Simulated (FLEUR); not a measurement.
**Co (volume factor 0.92 on the database's cell): from one collinear state to anisotropy**

Wanted: anisotropy for Co (volume factor 0.92 on the database's cell), with the cost of each step.

Main program and level: FLEUR MaX-R8.1; PBE; all-electron FLAPW, Dirac cores, scalar-relativistic bands.

## Step 1: The starting structure

The structure is hexagonal, space group P6_3/mmc (No. 194). The conventional cell has a = 2.439 Å, b = 2.439 Å, c = 3.958 Å, α = 90.00°, β = 90.00°, γ = 120.00°. Nearest to Co lie 12 Co at 2.43 to 2.44 Å.

Structure file:

```cif
data_structure
_symmetry_space_group_name_H-M 'P 1'
_symmetry_Int_Tables_number 1
_cell_length_a 2.4387
_cell_length_b 2.4387
_cell_length_c 3.9583
_cell_angle_alpha 90.000
_cell_angle_beta 90.000
_cell_angle_gamma 120.000
_cell_volume 20.39
loop_
_atom_site_label
_atom_site_type_symbol
_atom_site_fract_x
_atom_site_fract_y
_atom_site_fract_z
_atom_site_occupancy
Co1 Co 0.33333 0.66667 0.25000 1
Co2 Co 0.66667 0.33333 0.75000 1
```

The cell is strained on purpose: volume factor 0.92 on the database's cell.

## Step 2: Self-consistent state

The force theorems are single passes in this state's potential, so it has to be converged first.

No symmetry is used, so that later steps may turn the spins freely; k and −k are joined. inpgen writes inp.xml from crystal.txt; cutoffs, mixing, functional, smearing and local orbitals are then set in the file. The k list scf (kpts.xml, not shown) is a Γ-centred 14×14×8 mesh; where the ranks do not divide the number of points, some are split in two of half the weight.

inp.xml reads:

```
<?xml version="1.0" encoding="UTF-8" standalone="no"?>
<fleurInput fleurInputVersion="0.39">
   <comment>
      Co
   </comment>
   <calculationSetup>
      <cutoffs Kmax="3.66" Gmax="11.0" GmaxXC="11.0" numbands="0"/>
      <scfLoop itmax="110" minDistance="0.00002" maxIterBroyd="15" imix="Anderson" alpha="0.05" precondParam="0.0" spinf="2.0" sdNocoIR="T"/>
      <coreElectrons ctail="F" frcor="F" kcrel="0" coretail_lmax="0"/>
      <xcFunctional name="pbe" relativisticCorrections="F"/>
      <magnetism jspins="2" l_noco="F" l_ss="F">
         <qss>0.0 0.0 0.0</qss>
         <mtNocoParams l_mperp="F" l_mtNocoPot="F" l_relaxSQA="F" mag_mixing_scheme="0" mix_RelaxWeightOffD="1.0" l_constrained="F" mix_constr="1.0"/>
         <sourceFreeMag l_sourceFree="F" l_scaleMag="F" mag_scale="1.0"/>
      </magnetism>
      <soc l_soc="F" theta="0.0" phi="0.0" spav="F"/>
      <expertModes spex="0" secvar="F"/>
      <geometryOptimization l_f="F" forcealpha="1.0" forcemix="BFGS" epsdisp="0.00001" epsforce="0.00001"/>
      <ldaU l_linMix="F" mixParam="0.05" spinf="1.0"/>
   </calculationSetup>
   <cell>
      <bzIntegration valenceElectrons="34.0" mode="hist" fermiSmearingEnergy="0.00183747">
         <kPointListSelection listName="scf"/>
         <xi:include xmlns:xi="http://www.w3.org/2001/XInclude" href="kpts.xml"> </xi:include>
      </bzIntegration>
      <xi:include xmlns:xi="http://www.w3.org/2001/XInclude" href="sym.xml"> </xi:include>
      <bulkLattice scale="1.0">
         <bravaisMatrix>
            <row-1>    4.6084169387138640    -0.0000000010204521     0.0000000000000000</row-1>
            <row-2>   -2.3042084684687607     3.9910061406788868     0.0000000000000000</row-2>
            <row-3>    0.0000000000000000     0.0000000000000000     7.4801771096518310</row-3>
         </bravaisMatrix>
      </bulkLattice>
   </cell>
   <atomSpecies>
      <species name="Cobalt (Co2.000" element="Co" atomicNumber="27">
         <mtSphere radius="2.24" gridPoints="741" logIncrement="0.016"/>
         <atomicCutoffs lmax="8" lnonsphr="6"/>
         <electronConfig flipSpins="F">
            <coreConfig>(1s1/2) (2s1/2) (2p1/2) (2p3/2)</coreConfig>
            <valenceConfig>(3s1/2) (3p1/2) (3p3/2) (4s1/2) (3d3/2) (3d5/2)</valenceConfig>
            <stateOccupation state="(3d3/2)" spinUp="1.5" spinDown="1.3"/>
            <stateOccupation state="(3d5/2)" spinUp="3.0" spinDown="1.2"/>
         </electronConfig>
         <energyParameters s="4" p="4" d="3" f="4"/>
         <lo type="SCLO" l="0" n="3" eDeriv="0"/>
         <lo type="SCLO" l="1" n="3" eDeriv="0"/>
      </species>
   </atomSpecies>
   <atomGroups>
      <atomGroup species="Cobalt (Co2.000">
         <relPos label="                   1">1.000/3.000 -1.000/3.000 1.000/4.000</relPos>
         <force calculate="T" relaxXYZ="TTT"/>
         <nocoParams  alpha="0.0" beta="0.0"/>
      </atomGroup>
      <atomGroup species="Cobalt (Co2.000">
         <relPos label="                   2">-1.000/3.000 1.000/3.000 -1.000/4.000</relPos>
         <force calculate="T" relaxXYZ="TTT"/>
         <nocoParams  alpha="0.0" beta="0.0"/>
      </atomGroup>
   </atomGroups>
   <output dos="F" band="F" slice="F">
      <bandDOS minEnergy="-.5*Htr" maxEnergy="0.5*Htr" sigma="0.015" storeEVData="T"/>
      <plotting iplot="0" polar="F">
         <plot TwoD="T" vec1="  1.0  0.0  0.0" vec2="  0.0  1.0  0.0" vec3="  0.0  0.0  1.0" zero="  0.0  0.0  0.0" file="plot"/>
      </plotting>
      <moessbauerParams electricFieldGradient="F" isomerShift="F" coreHyperfine="F" valenceHyperfine="F"/>
   </output>
</fleurInput>
```

crystal.txt reads:

```
Co
&input film=F cartesian=F /
2.43866922234  -0.00000000054  0.00000000000
-1.21933461070  2.11194949825  0.00000000000
0.00000000000  0.00000000000  3.95833926000
1.8897261246
1.0 1.0 1.0

2
27 0.33333333333  0.66666666667  0.25000000000 : 2.000
27 0.66666666667  0.33333333333  0.75000000000 : 2.000

&kpt div1=14 div2=14 div3=8 gamma=T /
```

Command:

```bash
OMP_NUM_THREADS=1 inpgen -f crystal.txt -nosym -noco > inpgen.log  # inp.xml is then edited as shown
OMP_NUM_THREADS=1 mpirun -n 4 fleur_MPI > fleur.log
```

The program printed:

```text
Welcome to FLEUR        (www.flapw.de)
      MaX-Release 8.1          (www.max-centre.eu)

 ========== k-point set info ==========
 Selected k-point list: scf
 k-point list type: mesh
 0 x 0 x 0
 Number of k points: 788

 ------------Calculation Setup---------------------------
 Number of MPI-tasks      :            4
 Number of PE/node        :            4
 Number of OMP-threads    :            1
 k-points in parallel     :            4
 pe's per k-point         :            1
 No of k-point loops      :          197
 Eigenvalue solver        :       lapack
 Number of basis functions:          136
 Approximate size of matrices (H+S) per k-point:         0.001 GB
 --------------------------------------------------------
 Iteration:     1   Distance:      10.67617875 me/bohr^3
 Iteration:     2   Distance:       8.72718175 me/bohr^3
 Iteration:     3   Distance:       5.67755999 me/bohr^3
 Iteration:     4   Distance:       1.72153347 me/bohr^3
 Iteration:     5   Distance:       0.89587323 me/bohr^3
 Iteration:     6   Distance:       0.58058893 me/bohr^3
 Iteration:     7   Distance:       0.11021930 me/bohr^3
 Iteration:     8   Distance:       0.06931779 me/bohr^3
 Iteration:     9   Distance:       0.04238364 me/bohr^3
 Iteration:    10   Distance:       0.02426027 me/bohr^3
 Iteration:    11   Distance:       0.02259186 me/bohr^3
 Iteration:    12   Distance:       0.00912296 me/bohr^3
 Iteration:    13   Distance:       0.00505571 me/bohr^3
 Iteration:    14   Distance:       0.00116556 me/bohr^3
 Iteration:    15   Distance:       0.00056150 me/bohr^3
 Iteration:    16   Distance:       0.00053973 me/bohr^3
 Iteration:    17   Distance:       0.00036107 me/bohr^3
 Iteration:    18   Distance:       0.00027517 me/bohr^3
 Iteration:    19   Distance:       0.00002119 me/bohr^3
 Iteration:    20   Distance:       0.00000869 me/bohr^3

 ********************************************************************
 Run finished successfully
 Stop message:
   all done
 ********************************************************************

--- out.xml (last complete iteration) ---
<iteration numberForCurrentRun="   20" overallNumber="   20">
         <energyParameters units="Htr">
            <atomicEP atomType="1" spin="1" branch="4s" branchLowest="-3.13" branchHighest="1.94" value="0.2202439739"/>
            <atomicEP atomType="1" spin="1" branch="4p" branchLowest="-1.77" branchHighest="2.55" value="0.3553709793"/>
            <atomicEP atomType="1" spin="1" branch="3d" branchLowest="-9.99" branchHighest="0.43" value="0.3008711536"/>
            <atomicEP atomType="1" spin="1" branch="4f" branchLowest="-9.99" branchHighest="3.75" value="0.6713300712"/>
            <loAtomicEP atomType="1" spin="1" branch="3s" branchLowest="-32.38" branchHighest="-3.13" value="-3.1331364689"/>
            <loAtomicEP atomType="1" spin="1" branch="3p" branchLowest="-27.63" branchHighest="-1.77" value="-1.7836730275"/>
            <atomicEP atomType="2" spin="1" branch="4s" branchLowest="-3.13" branchHighest="1.94" value="0.2202439739"/>
            <atomicEP atomType="2" spin="1" branch="4p" branchLowest="-1.77" branchHighest="2.55" value="0.3553709793"/>
            <atomicEP atomType="2" spin="1" branch="3d" branchLowest="-9.99" branchHighest="0.43" value="0.3008711536"/>
            <atomicEP atomType="2" spin="1" branch="4f" branchLowest="-9.99" branchHighest="3.75" value="0.6713300712"/>
            <loAtomicEP atomType="2" spin="1" branch="3s" branchLowest="-32.38" branchHighest="-3.13" value="-3.1331364690"/>
            <loAtomicEP atomType="2" spin="1" branch="3p" branchLowest="-27.63" branchHighest="-1.77" value="-1.7836730275"/>
            <atomicEP atomType="1" spin="2" branch="4s" branchLowest="-3.05" branchHighest="1.99" value="0.2059015538"/>
            <atomicEP atomType="1" spin="2" branch="4p" branchLowest="-1.69" branchHighest="2.59" value="0.3362081708"/>
            <atomicEP atomType="1" spin="2" branch="3d" branchLowest="-9.99" branchHighest="0.50" value="0.3466232112"/>
            <atomicEP atomType="1" spin="2" branch="4f" branchLowest="-9.99" branchHighest="3.79" value="0.6487863504"/>
            <loAtomicEP atomType="1" spin="2" branch="3s" branchLowest="-32.35" branchHighest="-3.05" value="-3.0611206820"/>
            <loAtomicEP atomType="1" spin="2" branch="3p" branchLowest="-27.61" branchHighest="-1.69" value="-1.7136780229"/>
            <atomicEP atomType="2" spin="2" branch="4s" branchLowest="-3.05" branchHighest="1.99" value="0.2059015538"/>
            <atomicEP atomType="2" spin="2" branch="4p" branchLowest="-1.69" branchHighest="2.59" value="0.3362081708"/>
            <atomicEP atomType="2" spin="2" branch="3d" branchLowest="-9.99" branchHighest="0.50" value="0.3466232112"/>
            <atomicEP atomType="2" spin="2" branch="4f" branchLowest="-9.99" branchHighest="3.79" value="0.6487863504"/>
            <loAtomicEP atomType="2" spin="2" branch="3s" branchLowest="-32.35" branchHighest="-3.05" value="-3.0611206820"/>
            <loAtomicEP atomType="2" spin="2" branch="3p" branchLowest="-27.61" branchHighest="-1.69" value="-1.7136780229"/>
         </energyParameters>
         <bandgap value="0.0000007702" units="eV"/>
         <sumValenceSingleParticleEnergies value="-27.9326710063" units="Htr"/>
         <FermiEnergy value="0.3961420307" units="Htr"/>
         <valenceDensity>
            <mtCharges spin="1">
               <mtCharge atomType="1" total="8.8085289" s="1.2053863" p="3.1900831" d="4.3907793" f="0.0166841"/>
               <mtCharge atomType="2" total="8.8085289" s="1.2053863" p="3.1900831" d="4.3907793" f="0.0166841"/>
            </mtCharges>
            <mtCharges spin="2">
               <mtCharge atomType="1" total="7.2244931" s="1.2161667" p="3.2329803" d="2.7543893" f="0.0160507"/>
               <mtCharge atomType="2" total="7.2244931" s="1.2161667" p="3.2329803" d="2.7543893" f="0.0160507"/>
            </mtCharges>
            <spinDependentCharge spin="1" total="18.5254065" interstitial="0.9083487" mtSpheres="17.6170578"/>
            <spinDependentCharge spin="2" total="15.4745935" interstitial="1.0256072" mtSpheres="14.4489862"/>
            <totalCharge value="34.0000000001"/>
         </valenceDensity>
         <coreStates atomType="     1" atomicNumber=" 27" spin="1" kinEnergy="    624.7538182153" eigValSum="   -393.6166192039" lostElectrons=" 0.000000">
            <state n="1" l="0" j="0.5" energy="-278.3169808627" weight="1.0000000000"/>
            <state n="2" l="0" j="0.5" energy="-32.3834529089" weight="1.0000000000"/>
            <state n="2" l="1" j="0.5" energy="-28.0016359018" weight="1.0000000000"/>
            <state n="2" l="1" j="1.5" energy="-27.4572747653" weight="2.0000000000"/>
         </coreStates>
         <coreStates atomType="     1" atomicNumber=" 27" spin="2" kinEnergy="    625.0983629541" eigValSum="   -393.5052486948" lostElectrons=" 0.000000">
            <state n="1" l="0" j="0.5" energy="-278.3173221947" weight="1.0000000000"/>
            <state n="2" l="0" j="0.5" energy="-32.3491295216" weight="1.0000000000"/>
            <state n="2" l="1" j="0.5" energy="-27.9763756458" weight="1.0000000000"/>
            <state n="2" l="1" j="1.5" energy="-27.4312106664" weight="2.0000000000"/>
         </coreStates>
         <coreStates atomType="     2" atomicNumber=" 27" spin="1" kinEnergy="    624.7538182153" eigValSum="   -393.6166192040" lostElectrons=" 0.000000">
            <state n="1" l="0" j="0.5" energy="-278.3169808627" weight="1.0000000000"/>
            <state n="2" l="0" j="0.5" energy="-32.3834529089" weight="1.0000000000"/>
            <state n="2" l="1" j="0.5" energy="-28.0016359018" weight="1.0000000000"/>
            <state n="2" l="1" j="1.5" energy="-27.4572747653" weight="2.0000000000"/>
         </coreStates>
         <coreStates atomType="     2" atomicNumber=" 27" spin="2" kinEnergy="    625.0983629541" eigValSum="   -393.5052486950" lostElectrons=" 0.000000">
            <state n="1" l="0" j="0.5" energy="-278.3173221947" weight="1.0000000000"/>
            <state n="2" l="0" j="0.5" energy="-32.3491295216" weight="1.0000000000"/>
            <state n="2" l="1" j="0.5" energy="-27.9763756458" weight="1.0000000000"/>
            <state n="2" l="1" j="1.5" energy="-27.4312106664" weight="2.0000000000"/>
         </coreStates>
         <allElectronCharges>
            <spinDependentCharge spin="1" total="28.5254065" interstitial="0.9083487" mtSpheres="27.6170578"/>
            <spinDependentCharge spin="2" total="25.4745935" interstitial="1.0256072" mtSpheres="24.4489862"/>
            <totalCharge value="54.0000000007"/>
         </allElectronCharges>
         <magneticMomentsInMTSpheres units="muBohr">
            <globalMagMoment atomType="1" vec="0.00000   0.00000   1.58404"/>
            <localMagMoment atomType="1" vec="0.00000   0.00000   1.58404"/>
            <globalMagMoment atomType="2" vec="0.00000   0.00000   1.58404"/>
            <localMagMoment atomType="2" vec="0.00000   0.00000   1.58404"/>
         </magneticMomentsInMTSpheres>
         <moessbauerParams unitsHFF="kG" unitsIS="e/bohr^3" unitsEFG="Htr/bohr^2">
         </moessbauerParams>
         <totalEnergy value="    -2786.9483192485" units="Htr">
            <sumOfEigenvalues value="    -1602.1764068040">
               <coreElectrons value="-1574.2437357977"/>
               <valenceElectrons value="-27.9326710063"/>
            </sumOfEigenvalues>
            <densityCoulombPotentialIntegral value="-4275.5049824434"/>
            <densityEffectivePotentialIntegral value="-4430.6250921621"/>
            <chargeDenXCDenIntegral value="-119.4507201557"/>
            <FockExchangeEnergyValence value="0.0000000000"/>
            <FockExchangeEnergyCore value="0.0000000000"/>
            <atomTypeDependentContributions atomType="1">
               <electronNucleiInteractionDifferentMTs value="1668.5093880417"/>
               <MadelungTerm value="-10.5875085731"/>
            </atomTypeDependentContributions>
            <atomTypeDependentContributions atomType="2">
               <electronNucleiInteractionDifferentMTs value="1668.5093880413"/>
               <MadelungTerm value="-10.5875085732"/>
            </atomTypeDependentContributions>
            <tkbTimesEntropy value="0.0004462197"/>
            <freeEnergy value="-2786.9487654682"/>
            <extrapolationTo0K value="-2786.9485423584"/>
         </totalEnergy>
         <densityConvergence units="me/bohr^3">
            <chargeDensity spin="1" distance="0.0000058394"/>
            <chargeDensity spin="2" distance="0.0000059684"/>
            <overallChargeDensity distance="0.0000086942"/>
            <spinDensity distance="0.0000079906"/>
         </densityConvergence>
      </iteration>
```

It took 3.9 min on 4 MPI ranks of Arm Neoverse N1, shared host; peak memory 0.48 GiB.

Read from the output:

```
free energy                                                       : -75836.7393 eV
program's band gap on this mesh (in a metal only a level spacing) : 7.70e-7 eV
magnetization                                                     : 3.051 μB
final state                                                       : ferromagnetic
largest moment                                                    : 1.584 μB
```

After 20 cycles the largest moment stands at 1.58 μB.

## Step 3: Energy against the direction of the moments, rung 1

Anisotropy is a small difference, so it is taken from sums over occupied states at a frozen potential, where most errors cancel.

One pass with spin–orbit coupling for each direction, from the saved density. Inversion lets half of the mesh serve, which the program's warning doesn't know. The k list mae (kpts.xml, not shown) is a Γ-centred 18×18×10 mesh.

Changes to inp.xml since step 2:

```diff
@@ -6,4 +6,4 @@
    <calculationSetup>
-      <cutoffs Kmax="3.66" Gmax="11.0" GmaxXC="11.0" numbands="0"/>
-      <scfLoop itmax="110" minDistance="0.00002" maxIterBroyd="15" imix="Anderson" alpha="0.05" precondParam="0.0" spinf="2.0" sdNocoIR="T"/>
+      <cutoffs Kmax="3.66" Gmax="11.0" GmaxXC="11.0" numbands="74"/>
+      <scfLoop itmax="1" minDistance="0.00002" maxIterBroyd="15" imix="Anderson" alpha="0.05" precondParam="0.0" spinf="2.0" sdNocoIR="T"/>
       <coreElectrons ctail="F" frcor="F" kcrel="0" coretail_lmax="0"/>
@@ -15,3 +15,3 @@
       </magnetism>
-      <soc l_soc="F" theta="0.0" phi="0.0" spav="F"/>
+      <soc l_soc="T" theta="0.0" phi="0.0" spav="F"/>
       <expertModes spex="0" secvar="F"/>
@@ -22,3 +22,3 @@
       <bzIntegration valenceElectrons="34.0" mode="hist" fermiSmearingEnergy="0.00183747">
-         <kPointListSelection listName="scf"/>
+         <kPointListSelection listName="mae"/>
          <xi:include xmlns:xi="http://www.w3.org/2001/XInclude" href="kpts.xml"> </xi:include>
@@ -68,2 +68,5 @@
    </output>
+   <forceTheorem>
+      <MAE theta="0.0 1.5707963 1.5707963 0.7853982" phi="0.0 0.0 0.5235988 0.0"/>
+   </forceTheorem>
 </fleurInput>
```

Command:

```bash
OMP_NUM_THREADS=1 mpirun -n 4 fleur_MPI -warn_only > fleur.log
```

The program printed:

```text
[banner, memory and clock lines left out]
Welcome to FLEUR        (www.flapw.de)
      MaX-Release 8.1          (www.max-centre.eu)
************FLEUR-Warning*****************
Error message: k-point set is not compatible to missing time-reversal symmetry in calculation.
Error occurred in subroutine: gen_bz
Error from PE:0/4
Other PEs with error messages:
     1-k-point set is not compatible to missing time-reversal symmetry in calculation.
     2-k-point set is not compatible to missing time-reversal symmetry in calculation.
     3-k-point set is not compatible to missing time-reversal symmetry in calculation.
*****************************************

 ========== k-point set info ==========
 Selected k-point list: mae
 k-point list type: mesh
 0 x 0 x 0
 Number of k points: 1624

************FLEUR-Warning*****************
Error message: k-point set is not compatible to missing time-reversal symmetry in calculation.
Error occurred in subroutine: gen_bz
Error from PE:2/4
Other PEs with error messages:
     3-k-point set is not compatible to missing time-reversal symmetry in calculation.
*****************************************
 [... set-up left out ...]
 ********************************************************************
 Run finished successfully
 Stop message:
   Forcetheorem MAE
 ********************************************************************

--- out.xml (force theorem) ---
<Forcetheorem_MAE Angles="4" units="Htr">
            <Angle theta="0.0000000" phi="0.0000000" ev-sum="-27.934148964"/>
            <Angle theta="1.5707963" phi="0.0000000" ev-sum="-27.934148337"/>
            <Angle theta="1.5707963" phi="0.5235988" ev-sum="-27.934148349"/>
            <Angle theta="0.7853982" phi="0.0000000" ev-sum="-27.934148654"/>
         </Forcetheorem_MAE>
```

It took 3 min on 4 MPI ranks; peak memory 1.3 GiB.

Anisotropy energies, by row:

| axis | x | y | z | band energy less the first axis' (meV a cell) |
| --- | --- | --- | --- | --- |
| [001] | 0 | 0 | 1 | 0 |
| [100] | 1 | 0 | 0 | 0.01706 |
| [210] | 0.866 | 0.5 | 0 | 0.01673 |
| 45 degrees from [001] toward [100] | 0.7071 | 0 | 0.7071 | 0.008436 |

Indices are those of the standard conventional cell; x, y, z give the same directions in the axes of the input.

[end of part 1 of 2]

[Logs and program files are shortened in this print: banners, set-up blocks, solver, clock and traceback lines can be left out without a mark of their own.]

[Logs are printed without paths, hosts, clocks, repeated set-up lines and the standing remarks that a program may print on its own settings, such as how far it seeks lower states.]

[Hosts, paths, dates, database ids (printed as entryN), source tags and the programs' standing remarks are cut or masked in the printed files.]

[Where a cell is said to come from a database of computed structures, the database is the Materials Project.]
